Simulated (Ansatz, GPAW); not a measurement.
# STM contrast on a 3-layer slab of Cu(110), part 2 of 3

Aim: Tersoff-Hamann images of a 3-layer slab of Cu(110) at several biases.

GPAW 26.7.0 and Ansatz 0.2.0; Ansatz plane waves; slab in vacuum with a dipole correction, relaxation (the session's first sound run).

So far, upper work function (eV): step 2 (relaxation) 4.43.

## Step 3: Plane waves, PBE

The work function is the vacuum plateau of the electrostatic potential less the Fermi level; a dipole layer lets the two faces have plateaus of their own.

This step: GPAW, PAW setups; slab in vacuum (GPAW 26.7.0).

The input, run.py:

```python
import json
import numpy as np
from ase import Atoms
from ase.dft.stm import STM
from gpaw import GPAW, PW

slab = Atoms(
    ['Cu', 'Cu', 'Cu'],
    positions=[
        [0.00000, 0.00000, 9.00000],
        [1.80500, 1.27633, 10.22537],
        [-0.00000, 0.00000, 11.45078]],
    cell=[[3.61, 0.0, 0.0], [0.0, 2.55266, 0.0], [0.0, 0.0, 20.55266]],
    pbc=[True, True, False])

slab.calc = GPAW(mode=PW(400), xc='PBE', kpts={'size': (9, 12, 1), 'gamma': True},
                 occupations={'name': 'fermi-dirac', 'width': 0.1}, nbands='140%',
                 convergence={'density': 1e-05}, maxiter=200,
                 poissonsolver={'dipolelayer': 'xy'},
                 symmetry={'tolerance': 1e-3}, txt='slab.txt')
result = {}
energy = slab.get_potential_energy()
fermi = slab.calc.get_fermi_level()
v = slab.calc.get_electrostatic_potential().mean((0, 1)) - fermi
n = slab.calc.get_pseudo_density().mean((0, 1))
L = slab.cell[2, 2]
z = np.arange(len(v)) * L / len(v)
low, high = slab.positions[:, 2].min(), slab.positions[:, 2].max()
below, above = np.interp([low - 6.8, high + 6.8], z, v)
slopes = [np.interp(x, z, np.gradient(v, z)) for x in (low - 6.8, high + 6.8)]
eps = np.array([[slab.calc.get_eigenvalues(k, s) for k in range(len(slab.calc.get_ibz_k_points()))]
                for s in range(slab.calc.get_number_of_spins())]) - fermi
top, bottom = eps[eps < 0].max(), eps[eps > 0].min()
dipole = slab.get_dipole_moment()[2]
print(f'energy {energy:.4f} eV, Fermi level {fermi:.4f} eV, dipole {dipole:.5f} e A')
print(f'potential 6.8 A off the faces, from the Fermi level: lower {below:.4f} eV, upper {above:.4f} eV')
print(f'slope of the potential there: lower {slopes[0]:.5f}, upper {slopes[1]:.5f} eV/A')
print(f'nearest levels on the mesh: {top:.4f} and {bottom:.4f} eV')
print('magnetic moment', round(slab.get_magnetic_moment(), 3))
result.update(energy=energy, fermi=fermi, dipole=dipole, below=below, above=above, slopes=slopes, edges=[top, bottom],
              z=z.tolist(), v=v.tolist(), n=n.tolist(), positions=slab.positions.tolist(),
              forces=slab.get_forces(apply_constraint=False).tolist(), moments=slab.get_magnetic_moments().tolist())

# Images need the states of the whole zone, up to time reversal
slab.calc = slab.calc.fixed_density(symmetry={'point_group': False}, txt='states.txt',
                                    convergence={'bands': 'CBM+1.8'})
stm = STM(slab)
result['stm'] = []
for bias in [-2.0, -1.0, 1.5]:
    height = high + 3.5
    current = stm.get_averaged_current(bias, height)
    x, y, h = stm.scan(bias, current)
    i, f = divmod(height / L * stm.ldos.shape[2], 1)
    I = abs((1 - f) * stm.ldos[:, :, int(i)] + f * stm.ldos[:, :, int(i) + 1])
    print(f'bias {bias} V: mean current at 3.5 A {current:.4e}, corrugation {np.ptp(h):.4f} A')
    result['stm'].append(dict(bias=bias, current=current, h=(h - high).tolist(), I=I.tolist()))
json.dump(result, open('result.json', 'w'))
```

On the command line:

```bash
$ OMP_NUM_THREADS=1 OPENBLAS_NUM_THREADS=1 python run.py
```

The log of the run:

```text
energy -8.8714 eV, Fermi level -2.0508 eV, dipole -0.00001 e A
potential 6.8 A off the faces, from the Fermi level: lower 4.4163 eV, upper 4.4161 eV
slope of the potential there: lower -0.00010, upper 0.00008 eV/A
nearest levels on the mesh: -0.0073 and 0.1038 eV
magnetic moment 0.0
bias -2.0 V: mean current at 3.5 A 5.4392e-05, corrugation 0.1391 A
bias -1.0 V: mean current at 3.5 A 2.7606e-05, corrugation 0.1450 A
bias 1.5 V: mean current at 3.5 A 1.6194e-04, corrugation 0.1725 A
```

Wall time 64 s (1 thread of Intel Xeon Platinum 8488C (Sapphire Rapids), shared host); peak memory 0.35 GiB.

This step gave:

```
dipole along the normal                    : -1.46e-5 e·Å
levels nearest the Fermi level on the mesh : -0.007268, 0.1038 eV from the Fermi level
upper work function                        : 4.416 eV
lower work function                        : 4.416 eV
corrugation -2                             : 0.1391 Å
corrugation -1                             : 0.1450 Å
corrugation 1.5                            : 0.1725 Å
```

Electrostatic potential energy of an electron (without an applied field's), less the Fermi level, planar mean against z:

z (Å), electrostatic potential energy of an electron (without an applied field's), less the Fermi level, planar mean (eV) and a bar from the least value:
```
      0.0        4.4 ##############################
      0.5        4.4 ##############################
      1.0        4.4 ##############################
      1.5        4.4 ##############################
      2.0        4.4 ##############################
      2.5        4.4 ##############################
      3.0        4.4 ##############################
      3.5        4.4 ##############################
      4.0        4.4 ##############################
      4.5        4.4 ##############################
      5.0        4.4 ##############################
      5.5        4.4 ##############################
      6.0        4.4 ##############################
      6.5        4.4 ##############################
      7.0        4.3 ##############################
      7.5        3.9 #############################
      8.0        2.4 ##########################
      8.5       -2.9 ###############
      9.0      -10.6 
      9.5       -6.1 #########
     10.0       -9.5 ##
     10.5       -8.8 ###
     11.0       -6.5 ########
     11.5      -10.3 #
     12.0       -2.0 #################
     12.5        2.7 ##########################
     13.0        3.9 #############################
     13.5        4.3 ##############################
     14.0        4.4 ##############################
     14.5        4.4 ##############################
     15.0        4.4 ##############################
     15.5        4.4 ##############################
     16.0        4.4 ##############################
     16.5        4.4 ##############################
     17.0        4.4 ##############################
     17.5        4.4 ##############################
     18.0        4.4 ##############################
     18.5        4.4 ##############################
     19.0        4.4 ##############################
     19.5        4.4 ##############################
     20.0        4.4 ##############################
```

The pseudo valence density, planar mean oscillates, so the rows of the table below give means over windows of 0.5 Å about each position, cut where the curve ends. Its maxima inside the range that stand out by 2 % of the span (Å: e/Å³): 8.99: 1.53, 10.28: 1.55, 11.35: 1.44. Its minima: 9.63: 0.499, 10.92: 0.521.

Table of pseudo valence density, planar mean by z; means over each step:

```tsv
z (Å)	pseudo valence density, planar mean (e/Å³)
5.5	1.4e-4
6.0	5.0e-4
6.5	0.00178
7.0	0.00611
7.5	0.0225
8.0	0.0909
8.5	0.472
9.0	1.26
9.5	0.699
10.0	1.10
10.5	1.02
11.0	0.750
11.5	1.24
12.0	0.398
12.5	0.0764
13.0	0.0201
13.5	0.00543
14.0	0.00154
14.5	4.5e-4
15.0	1.2e-4
```

Tip height over the top atom over a1 and a2. Sample bias -2 V, constant current at the mean current 3.5 Å over the top atom.

Values in Å, 12 rows by 16 columns, each cell a mean:
```
3.56 3.55 3.54 3.52 3.50 3.48 3.46 3.45 3.45 3.45 3.46 3.48 3.50 3.52 3.54 3.56
3.56 3.55 3.54 3.52 3.50 3.47 3.45 3.44 3.44 3.44 3.45 3.47 3.50 3.52 3.54 3.56
3.56 3.55 3.53 3.52 3.49 3.47 3.45 3.43 3.43 3.44 3.45 3.47 3.50 3.52 3.53 3.55
3.55 3.54 3.53 3.51 3.50 3.47 3.45 3.43 3.43 3.43 3.45 3.47 3.50 3.52 3.53 3.54
3.54 3.54 3.53 3.51 3.50 3.47 3.45 3.43 3.43 3.43 3.45 3.47 3.50 3.52 3.53 3.54
3.53 3.53 3.53 3.51 3.49 3.47 3.45 3.43 3.42 3.43 3.45 3.47 3.50 3.52 3.53 3.53
3.54 3.54 3.53 3.51 3.50 3.47 3.45 3.43 3.43 3.43 3.45 3.47 3.50 3.52 3.53 3.54
3.55 3.54 3.53 3.51 3.50 3.47 3.45 3.43 3.43 3.43 3.45 3.47 3.50 3.52 3.53 3.54
3.56 3.55 3.53 3.52 3.49 3.47 3.45 3.43 3.43 3.44 3.45 3.47 3.50 3.52 3.53 3.55
3.56 3.55 3.54 3.52 3.50 3.47 3.45 3.44 3.44 3.44 3.45 3.47 3.50 3.52 3.54 3.56
3.56 3.55 3.54 3.52 3.50 3.48 3.46 3.45 3.45 3.45 3.46 3.48 3.50 3.52 3.54 3.56
3.56 3.55 3.54 3.52 3.50 3.48 3.46 3.45 3.45 3.45 3.46 3.48 3.51 3.53 3.54 3.55
```
Columns: a1 from 0 to 0.944; rows upwards: a2 from 0 to 0.917.

Local density of states summed over the bias window over a1 and a2. Sample bias -2 V, constant height 3.5 Å over the top atom.

Values in units of 1e-5 arbitrary, 12 rows by 16 columns, each cell a mean:
```
6.5 6.4 6.2 5.9 5.5 5.1 4.9 4.8 4.8 4.8 4.9 5.1 5.5 5.9 6.2 6.4
6.5 6.4 6.2 5.8 5.4 5.0 4.8 4.7 4.7 4.7 4.8 5.0 5.4 5.8 6.2 6.4
6.4 6.3 6.1 5.7 5.4 5.0 4.7 4.6 4.6 4.6 4.8 5.0 5.4 5.8 6.1 6.3
6.3 6.2 6.0 5.7 5.4 5.0 4.7 4.6 4.5 4.6 4.8 5.1 5.4 5.7 6.0 6.2
6.1 6.1 5.9 5.7 5.4 5.1 4.8 4.5 4.4 4.5 4.8 5.1 5.4 5.7 5.9 6.1
6.1 6.0 5.9 5.6 5.4 5.1 4.8 4.5 4.4 4.5 4.8 5.1 5.4 5.7 5.9 6.0
6.1 6.1 5.9 5.7 5.4 5.1 4.8 4.5 4.4 4.5 4.8 5.1 5.4 5.7 5.9 6.1
6.3 6.2 6.0 5.7 5.4 5.0 4.7 4.6 4.5 4.6 4.8 5.1 5.4 5.7 6.0 6.2
6.4 6.3 6.1 5.7 5.4 5.0 4.7 4.6 4.6 4.6 4.8 5.0 5.4 5.8 6.1 6.3
6.5 6.4 6.2 5.8 5.4 5.0 4.8 4.7 4.7 4.7 4.8 5.0 5.4 5.8 6.2 6.4
6.5 6.4 6.2 5.9 5.5 5.1 4.9 4.8 4.8 4.8 4.9 5.1 5.5 5.9 6.2 6.4
6.5 6.4 6.2 5.9 5.5 5.1 4.9 4.8 4.8 4.8 4.9 5.1 5.5 5.9 6.2 6.4
```
Columns: a1 from 0 to 0.944; rows upwards: a2 from 0 to 0.917.

Tip height over the top atom over a1 and a2. Sample bias -1 V, constant current at the mean current 3.5 Å over the top atom.

Ten even steps from '_' (3.42 Å) to '@' (3.56 Å):
```
@@@@%%##**++--::......::--++**##%%@@
@@@@%%##**==--::......::--==**##%%@@
@@@@%%##**==--....__....--==**##%%@@
@@@@%%##**==--..______..--==**##%%@@
%%%%%%##**==--..______..--==**##%%%%
%%%%####++==::..______..::==++####%%
%%%%%%##**==--..______..--==**##%%%%
@@@@%%##**==--..______..--==**##%%@@
@@@@%%##**==--....__....--==**##%%@@
@@@@%%##**==--::......::--==**##%%@@
@@@@%%##**++--::......::--++**##%%@@
@@@@%%%%##++--::......::--++##%%%%@@
```
Columns: a1 from 0 to 0.944; rows upwards: a2 from 0 to 0.917.

Local density of states summed over the bias window over a1 and a2. Sample bias -1 V, constant height 3.5 Å over the top atom.

Ten even steps from '0' (2.24 × 1e-5 arbitrary) to '9' (3.29 × 1e-5 arbitrary):
```
998764211111246789
998753211111235789
998753210001235789
988653210001235688
887653210001235678
887653210001235678
887653210001235678
988653210001235688
998753210001235789
998753211111235789
998764211111246789
998764211111246789
```
Columns: a1 from 0 to 0.944; rows upwards: a2 from 0 to 0.917.

Tip height over the top atom over a1 and a2. Sample bias 1.5 V, constant current at the mean current 3.5 Å over the top atom.

Values in Å, 12 rows by 16 columns, each cell a mean:
```
3.57 3.57 3.55 3.53 3.50 3.47 3.44 3.42 3.41 3.42 3.44 3.48 3.50 3.53 3.55 3.57
3.57 3.57 3.55 3.52 3.50 3.47 3.44 3.42 3.41 3.42 3.44 3.47 3.50 3.53 3.55 3.57
3.57 3.56 3.55 3.52 3.50 3.47 3.44 3.42 3.41 3.42 3.44 3.47 3.50 3.53 3.55 3.57
3.57 3.56 3.55 3.52 3.50 3.47 3.44 3.41 3.40 3.41 3.44 3.47 3.50 3.52 3.55 3.56
3.57 3.56 3.54 3.52 3.50 3.46 3.43 3.41 3.40 3.41 3.44 3.47 3.50 3.52 3.55 3.56
3.57 3.56 3.54 3.52 3.50 3.46 3.43 3.41 3.40 3.41 3.44 3.47 3.50 3.52 3.55 3.56
3.57 3.56 3.54 3.52 3.50 3.46 3.43 3.41 3.40 3.41 3.44 3.47 3.50 3.52 3.55 3.56
3.57 3.56 3.55 3.52 3.50 3.47 3.44 3.41 3.40 3.41 3.44 3.47 3.50 3.52 3.55 3.56
3.57 3.56 3.55 3.52 3.50 3.47 3.44 3.42 3.41 3.42 3.44 3.47 3.50 3.53 3.55 3.57
3.57 3.57 3.55 3.52 3.50 3.47 3.44 3.42 3.41 3.42 3.44 3.47 3.50 3.53 3.55 3.57
3.57 3.57 3.55 3.53 3.50 3.47 3.44 3.42 3.41 3.42 3.44 3.48 3.50 3.53 3.55 3.57
3.57 3.57 3.55 3.53 3.50 3.47 3.44 3.42 3.41 3.42 3.45 3.48 3.50 3.53 3.55 3.57
```
Columns: a1 from 0 to 0.944; rows upwards: a2 from 0 to 0.917.

Local density of states summed over the bias window over a1 and a2. Sample bias 1.5 V, constant height 3.5 Å over the top atom.

Ten even steps from '_' (1.36 × 1e-4 arbitrary) to '@' (1.87 × 1e-4 arbitrary):
```
@@@@%%##**==::..______..::==**##%%@@
@@@@%%##++==::..______..::==++##%%@@
@@@@%%##++==::..______..::==++##%%@@
@@@@%%##++==::..______..::==++##%%@@
@@@@%%##++==::..______..::==++##%%@@
@@@@%%##++==::..______..::==++##%%@@
@@@@%%##++==::..______..::==++##%%@@
@@@@%%##++==::..______..::==++##%%@@
@@@@%%##++==::..______..::==++##%%@@
@@@@%%##++==::..______..::==++##%%@@
@@@@%%##**==::..______..::==**##%%@@
@@@@@@##**==::..______..::==**##@@@@
```
Columns: a1 from 0 to 0.944; rows upwards: a2 from 0 to 0.917.

Force by atom:

```tsv
atom	x (eV/Å)	y (eV/Å)	z (eV/Å)	size
Cu1	0.0000	0.0000	-0.0811	0.0811
Cu2	0.0000	0.0000	-0.0003	0.0003
Cu3	0.0000	0.0000	0.0805	0.0805
```

The potential is flat to 9.9e-5 eV/Å where it is read, so the vacuum is wide enough. The geometry is the other program's minimum; here the largest force on a free atom is 0.081 eV/Å.

[end of part 2 of 3]

[Logs are printed without paths, hosts, clocks, repeated set-up lines and the standing remarks that a program may print on its own settings, such as how far it seeks lower states.]

[Hosts, paths, dates, database ids (printed as entryN), source tags and the programs' standing remarks are cut or masked in the printed files.]
